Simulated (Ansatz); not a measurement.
# CuBiSeO (P4/nmm): a many-body input that goes wrong, and its mend

What is wrong with this input for CuBiSeO (P4/nmm)?

Main program and level: Ansatz 0.2.0; G0W0 on r2SCAN, plane waves, PAW; PAW set soft_1.

In doubt: one-shot GW on d or f shells is unsure, so the values of those runs are not to be relied on.

## 1. Set-up

The structure is tetragonal, space group P4/nmm (No. 129). The conventional cell has a = 3.922 Å, b = 3.922 Å, c = 8.913 Å, α = 90.00°, β = 90.00°, γ = 90.00°. Nearest to Cu lie 4 Se at 2.50 Å and 4 Cu at 2.77 Å. Nearest to Bi lie 4 O at 2.32 Å and 4 Se at 3.24 Å. Nearest to Se lie 4 Cu at 2.50 Å and 4 Bi at 3.24 Å. Nearest to O lie 4 Bi at 2.32 Å. Farther neighbours and most contacts between anions are not listed.

Geometry: measured lattice cell, ions relaxed with r2SCAN; the structure entry is the Materials Project's. The runs that relaxed it are not among those shown. Spin-orbit coupling is left out unless a step names it.

## 2. First try

Input file input.yaml:

```yaml
crystal:
  lattice:
    - [3.9221, 0.0, 0.0]
    - [0.0, 3.9221, 0.0]
    - [0.0, 0.0, 8.9133]
  atoms:
    - { symbol: Cu, position: [0.0, 0.0, 0.5] }
    - { symbol: Cu, position: [0.5, 0.5, 0.5] }
    - { symbol: Bi, position: [0.0, 0.5, 0.8600640231] }
    - { symbol: Bi, position: [0.5, 0.0, 0.1399359769] }
    - { symbol: Se, position: [0.5, 0.0, 0.6731283809] }
    - { symbol: Se, position: [0.0, 0.5, 0.3268716191] }
    - { symbol: O, position: [0.5, 0.5, 0.0] }
    - { symbol: O, position: [0.0, 0.0, 0.0] }
kpoints:
  mp_grid: { grid: [2, 2, 2] }
hamiltonian:
  xc: r2scan
  pseudopotentials: { kind: paw, azcp: { folder: soft_1 } }
scf:
  occupations: { method: fixed }
gw:
  n_empty_bands: 222
  ecut_chi: 80
  qp_bands: [v2, c2]
  qp_kpoints: band_edges
  screening: { model: contour_deformation }
```

The run is started by

```console
> ansatz run input.yaml --threads 3 --pin off --max-ram 92160MiB --backend cuda --events-out ev --progress --plain --runs-dir out --devices 1 --max-vram 13GiB
```

Numbers of over 12 decimals in the logs are rounded to 6 here.

The log of the run:

```text
GPUs: using 1 of 1 available (devices: 1).
Engine: ansatz 0.2.0, x86_64-unknown-linux-gnu
Pseudopotentials: kind: paw
Pseudopotential: Cu, paw, valence charge 19, recommended cutoff 500 eV (meta_gga), soft_1/Cu.paw.azcp
Pseudopotential: Bi, paw, valence charge 15, recommended cutoff 500 eV (meta_gga), soft_1/Bi.paw.azcp
Pseudopotential: Se, paw, valence charge 16, recommended cutoff 500 eV (meta_gga), soft_1/Se.paw.azcp
Pseudopotential: O, paw, valence charge 6, recommended cutoff 500 eV (meta_gga), soft_1/O.paw.azcp
Functional definition: r2SCAN
  parameter k0 = 0.174
  parameter k1 = 0.065
  parameter a1 = 4.9479
  exchange = r2scan_x(k0 = k0, k1 = k1, a1 = a1)
  correlation = r2scan_c
device memory: the entry about to start is reckoned to put 3.1 GiB on a device that reports 50.7 GiB free (of which the cap on the GPU budget leaves the run 13.0 GiB)
GPU FFT provider: cuFFT
GPU libraries: cuBLAS 13.8.2, cuFFT 12.4.0, cuSOLVER 12.3.4
Crystal: 8 atoms, lattice volume = 137.112 Å³
Basis set: ecut = 500 eV, 3465 PW (Γ), exchange–correlation on 120×120×288 points (64 copies of the dense FFT grid, shifted against one another)
Bands: 68, of which v1, the nominal top of the filled ones, is band 56 counted from 1 (55 counted from 0)
Symmetry: 16 space group operations
Space group: P4/nmm (ITA 129), of the structure as read, at distance tolerance 5.2e-5 Å
k-points: 6 of 8
Non-local potential: Cu, projectors of the file, l = 0: 3, l = 1: 2, l = 2: 3, l = 3: 1
Non-local potential: Bi, projectors of the file, l = 0: 2, l = 1: 2, l = 2: 2, l = 3: 1
Non-local potential: Se, projectors of the file, l = 0: 2, l = 1: 2, l = 2: 3, l = 3: 1
Non-local potential: O, projectors of the file, l = 0: 2, l = 1: 2, l = 2: 1
PAW form: soft (Blöchl's): semilocal exchange-correlation on the pseudo side does not see the compensation charge
PAW frozen core: Cu, regenerated for the run's functional (the file was generated under x = pbe(κ = 0.804, μ = 0.219515), c = pbe(β = 0.066725))
PAW frozen core: Bi, regenerated for the run's functional (the file was generated under x = pbe(κ = 0.804, μ = 0.219515), c = pbe(β = 0.066725))
PAW frozen core: Se, regenerated for the run's functional (the file was generated under x = pbe(κ = 0.804, μ = 0.219515), c = pbe(β = 0.066725))
PAW frozen core: O, regenerated for the run's functional (the file was generated under x = pbe(κ = 0.804, μ = 0.219515), c = pbe(β = 0.066725))
PAW one-centre angular grid: Cu, 590 points (default); XC on 160 Gauss nodes
PAW one-centre angular grid: Bi, 590 points (default); XC on 160 Gauss nodes
PAW one-centre angular grid: Se, 590 points (default); XC on 160 Gauss nodes
PAW one-centre angular grid: O, 302 points (default); XC on 160 Gauss nodes
Initial density: superposition of atomic densities (chi_scale 0.1, normalization cell, long waves 63 % of neutral atoms (reshape's long-wave potential 1.63 eV rms, cloud 2.68 Å wide))
Initial wavefunctions: pseudopotential atomic-orbital guess
GPU buffer pool allocated for 64800 grid points (all kernels)
GPU transforms: local potential and band sums: pruned to the plane-wave sphere, on 30×30×72
Functional: x = r2scan, c = r2scan; τ floored in thin density (d = 2e-4 eV/Å³)
SCF iter   1: F=—  HF=-50189.477925 eV  |F-HF|=—  |Δ(HF+E_count)|=         —  Δρ=9.94e-2  dr2=4.69e1  dr2_τ=9.54e-2  ethr=3.10e-3  ⟨swp⟩=4.5  Hψ=1238  notcnv=0  defer=55
preconditioner: auto → Resta (q_TF=auto, 2.638 Å⁻¹)  ε∞=4.2  [insulator: Δε(μ)=0.155 eV  Ē_g=15.551 eV  n_scr=38 (ndim 8)  ℏωp=27.6 eV  f_vac=0.000  ε∞_Penn≈4.2]
SCF iter   2: F=—  HF=-50183.281121 eV  |F-HF|=—  |Δ(HF+E_count)|=    6.20e0  Δρ=8.24e-2  dr2=6.08e0  dr2_τ=5.07e-1  ethr=3.10e-3  ⟨swp⟩=3.0  Hψ=891  notcnv=0  defer=53
SCF iter   3: F=—  HF=-50182.555835 eV  |F-HF|=—  |Δ(HF+E_count)|=   7.25e-1  Δρ=3.42e-2  dr2=2.74e0  dr2_τ=4.46e-2  ethr=3.10e-3  ⟨swp⟩=2.0  Hψ=839  notcnv=0  defer=45
[...]
NSCF: frozen V_eff on 6 k-points
[...]
device memory: the entry about to start is reckoned to put 2.8 GiB on a device that reports 54.8 GiB free (of which the cap on the GPU budget leaves the run 13.0 GiB)
NSCF: frozen V_eff on 6 k-points
G₀W₀ screening: q 1/6
[... further progress lines ...]
SCF converged after 12 iterations
Free energy (F): -50182.289039 eV
Harris-Foulkes:  -50182.289039 eV  (|F-HF|=1.83e-8)
Internal energy: -50182.289039 eV  (E = F + TS)
E sigma→0 (E₀):  -50182.289039 eV
Fermi energy:    12.211972 eV
--- Per-component energies (eV) ---
  E_band       = -1730.561525
  E_kinetic    = 1584.784099
  E_local      = -20711.851426  (includes V_loc(G=0)·N_el)
  E_nonlocal   = 2031.819743
  E_hartree    = 9430.627392
  E_xc         = -713.647550
  E_vxc        = -866.216070  (∫ρ·V_xc dr)
  E_paw        = -29659.805400  (= ΣΔE_a)
  E_vpaw       = -2681.875578  (= ΣTr[D̂ρ^β])
  E_aug_tail   = 0.001685  (compensation charges beyond the density's cutoff)
  E_vtau       = 51.526152  (kinetic-family band-sum trace: ∫τ·v_τ [+ j·A + Jᵃ·Aᵃ] dr)
  E_ewald      = -12141.772690
  E_core_change = -2.444892  (= ΣΔE_core)
  E_smearing   = -0.000000  (= −TS)
  E_closure    = -0.000000  (closes the sum)
  Σ components = -50182.289039   (vs F -50182.289039, Δ=0.00e0)
--- Band table (eV; the first three rows and the last of 6) ---
  k-point 0: bands = [... 52 lower, 11.0243, 11.4779, 11.8739, 11.8739, 12.7829, 13.4529, 15.7374, 15.7374, ... 8 higher]
  k-point 1: bands = [... 52 lower, 11.0243, 11.5140, 12.2120, 12.2120, 12.7694, 12.8784, 14.9319, 14.9319, ... 8 higher]
  k-point 2: bands = [... 52 lower, 11.6065, 11.6065, 12.0022, 12.0022, 14.4863, 14.4863, 15.4690, 15.4690, ... 8 higher]
  k-point 5: bands = [... 52 lower, 10.4530, 10.4530, 11.2043, 11.2043, 14.1776, 14.1776, 15.0413, 15.0413, ... 8 higher]
--- G₀W₀: contour deformation, 8 samples at zero and on the imaginary axis and 1 off it, 8 q-points, 222 empty bands' worth ---
  eigenvalues of the whole cell's RPA ε∞ on this k-mesh (on a slab, of 1 + 4πα/V) = 14.0592, 59.0455, 59.0455; static W/v taken at q = 0 is -0.022299
  bands read: the sum over 278 bands ends inside a degenerate multiplet in 1 slot, whose members it reads at an even weight; the widest, k=1: bands 278 to 279 (counted from 1) at 1/2 each
  gw.qp_kpoints: band_edges: 6 of 6 stored k-points solved, in 1 pass; an edge of the gap read off the rows below is read off those points alone
  `?` marks the rows in doubt; gw_qp.tsv's column doubts and the gw_qp event give each row's grounds
    ik  band        ε_KS         Σx   Σc(E_QP)       V_xc       Z   E_QP_lin       E_QP  E_QP is
     0    55     11.8739   -30.6599     4.7770   -25.9733  0.6615    11.9634    11.9643  root
     0    56     11.8739   -30.6599     4.7770   -25.9733  0.6615    11.9634    11.9643  root
     0    57     12.7829   -11.1835    -3.6461   -14.9413  0.7347    12.8958    12.8946  root
     0    58     13.4529   -10.5768    -3.7000   -14.3755  0.7186    13.5528    13.5516  root
     1    55     12.2120   -31.4950     4.8053   -26.8056  0.6728    12.3266    12.3279  root
     1    56     12.2120   -31.4950     4.8053   -26.8056  0.6728    12.3266    12.3279  root
     1    57     12.7694    -9.5920    -3.8611   -13.5478  0.7421    12.8649    12.8641  root
     1    58     12.8784   -15.6786    -2.7087   -18.5217  0.7201    13.0146    13.0128  root
     2    55     12.0022   -32.7035     5.3913   -27.3970  0.6610    12.0862    12.0869  root
     2    56     12.0022   -32.7035     5.3913   -27.3970  0.6610    12.0862    12.0869  root
     2    57     14.4863   -11.1820    -3.9359   -15.3728  0.7249    14.7494    14.7412  root
     2    58     14.4863   -11.1820    -3.9359   -15.3728  0.7249    14.7494    14.7412  root
     3    55     11.9825   -32.5564     5.3688   -27.2692  0.6606    12.0635    12.0642  root
     3    56     11.9825   -32.5564     5.3688   -27.2692  0.6606    12.0635    12.0642  root
[...]
4    55     11.0253   -43.4145     7.9101   -35.6390  0.5991    11.1582    11.1598  root ?
     4    56     11.0253   -43.4145     7.9101   -35.6390  0.5991    11.1582    11.1598  root ?
[...]
4    58     13.1461   -14.7314    -2.7206   -17.5937  0.7299    13.2896    13.2877  root
     5    55     11.2043   -44.5328     7.9709   -36.7224  0.6018    11.3618    11.3648  root
     5    56     11.2043   -44.5328     7.9709   -36.7224  0.6018    11.3618    11.3648  root
     5    57     14.1776   -11.3952    -3.6238   -15.1485  0.7276    14.3088    14.3072  root
     5    58     14.1776   -11.3952    -3.6238   -15.1485  0.7276    14.3088    14.3072  root
```

Wall time 18 s (1 × NVIDIA H100 80GB HBM3 (shared by 6 runs) with 3 threads of AMD EPYC 7R13 (Zen 3), shared host); peak memory 1.5 GiB.

**What went wrong?**

The run ended normally, though the input holds a fault or crude settings.

The fault: G0W0 on a mesh far too coarse. So few points can't sample the density or the screening, and the band edges may lie elsewhere in the zone.

It printed a gap of 0.54 eV, which is an artefact of the settings.

## 3. A better input

Now the one-shot GW correction: screening in the RPA, then the self-energy of the levels asked for. This step takes PAW set soft_1 files.

input.yaml: that of step 2 with these lines changed.

```diff
@@ -15,3 +15,3 @@
 kpoints:
-  mp_grid: { grid: [2, 2, 2] }
+  mp_grid: { grid: [4, 4, 2] }
 hamiltonian:
@@ -22,4 +22,4 @@
 gw:
-  n_empty_bands: 222
-  ecut_chi: 80
+  n_empty_bands: 409
+  ecut_chi: 120
   qp_bands: [v2, c2]
```

The log of the run:

```text
GPUs: using 1 of 1 available (devices: 1).
[...]
GPU FFT provider: cuFFT
GPU libraries: cuBLAS 13.8.2, cuFFT 12.4.0, cuSOLVER 12.3.4
Crystal: 8 atoms, lattice volume = 137.112 Å³
Basis set: ecut = 500 eV, 3465 PW (Γ), exchange–correlation on 120×120×288 points (64 copies of the dense FFT grid, shifted against one another)
Bands: 68, of which v1, the nominal top of the filled ones, is band 56 counted from 1 (55 counted from 0)
[... 1 set-up line as in the run before ...]
[...]
k-points: 12 of 32
[...]
GPU buffer pool allocated for 64800 grid points (all kernels)
[...]
SCF iter   1: F=—  HF=-50190.386237 eV  |F-HF|=—  |Δ(HF+E_count)|=         —  Δρ=1.01e-1  dr2=4.84e1  dr2_τ=1.03e-1  ethr=3.10e-3  ⟨swp⟩=4.8  Hψ=2478  notcnv=0  defer=115
[...]
0    55     11.8481   -30.9947     4.5853   -26.4093  0.6941    11.8481    11.8480  root
     0    56     11.8481   -30.9947     4.5853   -26.4093  0.6941    11.8481    11.8480  root
     0    57     12.8093   -11.4220    -3.4502   -14.9672  0.7698    12.9048    12.9043  root
     0    58     13.4583   -10.7809    -3.5905   -14.4525  0.7656    13.5398    13.5394  root
     1    55     12.1668   -31.8015     4.6332   -27.1929  0.6986    12.1913    12.1914  root
     1    56     12.1668   -31.8015     4.6332   -27.1929  0.6986    12.1913    12.1914  root
     1    57     12.7858    -9.6906    -3.8209   -13.5600  0.7757    12.8344    12.8343  root
     1    58     12.9063   -15.8924    -2.4757   -18.5212  0.7547    13.0608    13.0595  root
[...]
10    55     11.0444   -43.6149     8.0010   -35.7419  0.6323    11.1712    11.1724  root
    10    56     11.0444   -43.6149     8.0010   -35.7419  0.6323    11.1712    11.1724  root
    10    57     13.1656   -14.7349    -2.6814   -17.5710  0.7565    13.3217    13.3204  root
    10    58     13.1656   -14.7349    -2.6814   -17.5710  0.7565    13.3217    13.3204  root
[key lines of the parts left out:]
SCF converged after 12 iterations
Free energy (F): -50183.140519 eV
Fermi energy:    12.197941 eV
```

Elapsed: 78 s, on 1 × NVIDIA H100 80GB HBM3 (shared by 6 runs) with 3 threads; peak memory 2 GiB; 2.2 min of CPU time.

This step gave:

| Quantity | Value |
| --- | --- |
| bands summed | 465 |
| RPA ε∞ on this mesh (eigenvalues) | 11.39, 19.86, 19.86 |
| plane waves in the screening matrix | 419 |
| q-points in the mesh | 32 |
| G0W0 gap on the mesh | 0.6177 eV |
| k of the valence top | 0, 0.25, -0.5 |
| k of the conduction bottom | 0, 0, -0.5 |
| starting gap on the mesh | 0.5878 eV |
| Z at the valence top | 0.6996 |
| Z at the conduction bottom | 0.7757 |
| least direct G0W0 gap on the computed points | 0.6429 eV |

The gap on the mesh goes from 0.59 eV to 0.62 eV, a correction of +0.03 eV. Between the two edge states, bare exchange in place of the xc potential would open the gap by 8.48 eV, and correlation takes back 8.45 eV.

## 4. Summary of results

* first try: converged after 18 s
* better run: G0W0 gap on the mesh 0.62 eV (4×4×2 mesh, 409 empty bands, screening to 120 eV, PAW set soft_1 files)

In words: The second run differs in: mesh, empty bands and screening cutoff (eV). Bands and cutoff are finite, so the gap is not at the basis limit. The miss can reach some tenths of an eV and take either sign; the mesh is an error of its own. The 4×4×2 mesh is coarse for this cell (its supercell is 16 Å along the shortest edge). The RPA ε∞ on it, from the r2SCAN start, is 11.39 and 19.86; such meshes misread the long-range screening, most where the gap is narrow. Where an edge is built on 6p states of lead, bismuth or thallium, scalar-relativistic gaps usually stand too wide, by a few tenths to over one eV. With atoms this heavy and so narrow a gap, spin-orbit coupling can invert the bands. These scalar-relativistic gaps are then model values, not to be set against experiment, and a spin-orbit change taken from DFT can't simply be added. A d shell, filled or nearly so, lies near the gap. One-shot GW converges very slowly in bands there, not always from below, and on a semilocal start the gap tends to come out low; starts rich in exact exchange can overshoot instead.

[Paths, hosts, dates, memory and timing lines, banners, echoed tables and standing remarks are left out of the program output.]

[Logs are printed without paths, hosts, clocks, repeated set-up lines and the standing remarks that a program may print on its own settings, such as how far it seeks lower states.]

[Runs of the session that timed out or met a known fault of the program may be left out.]

[Cells called generated may have been cut or substituted from an entry of the Crystallography Open Database or the Materials Project.]

[Hosts, paths, dates, database ids (printed as entryN), source tags and the programs' standing remarks are cut or masked in the printed files.]
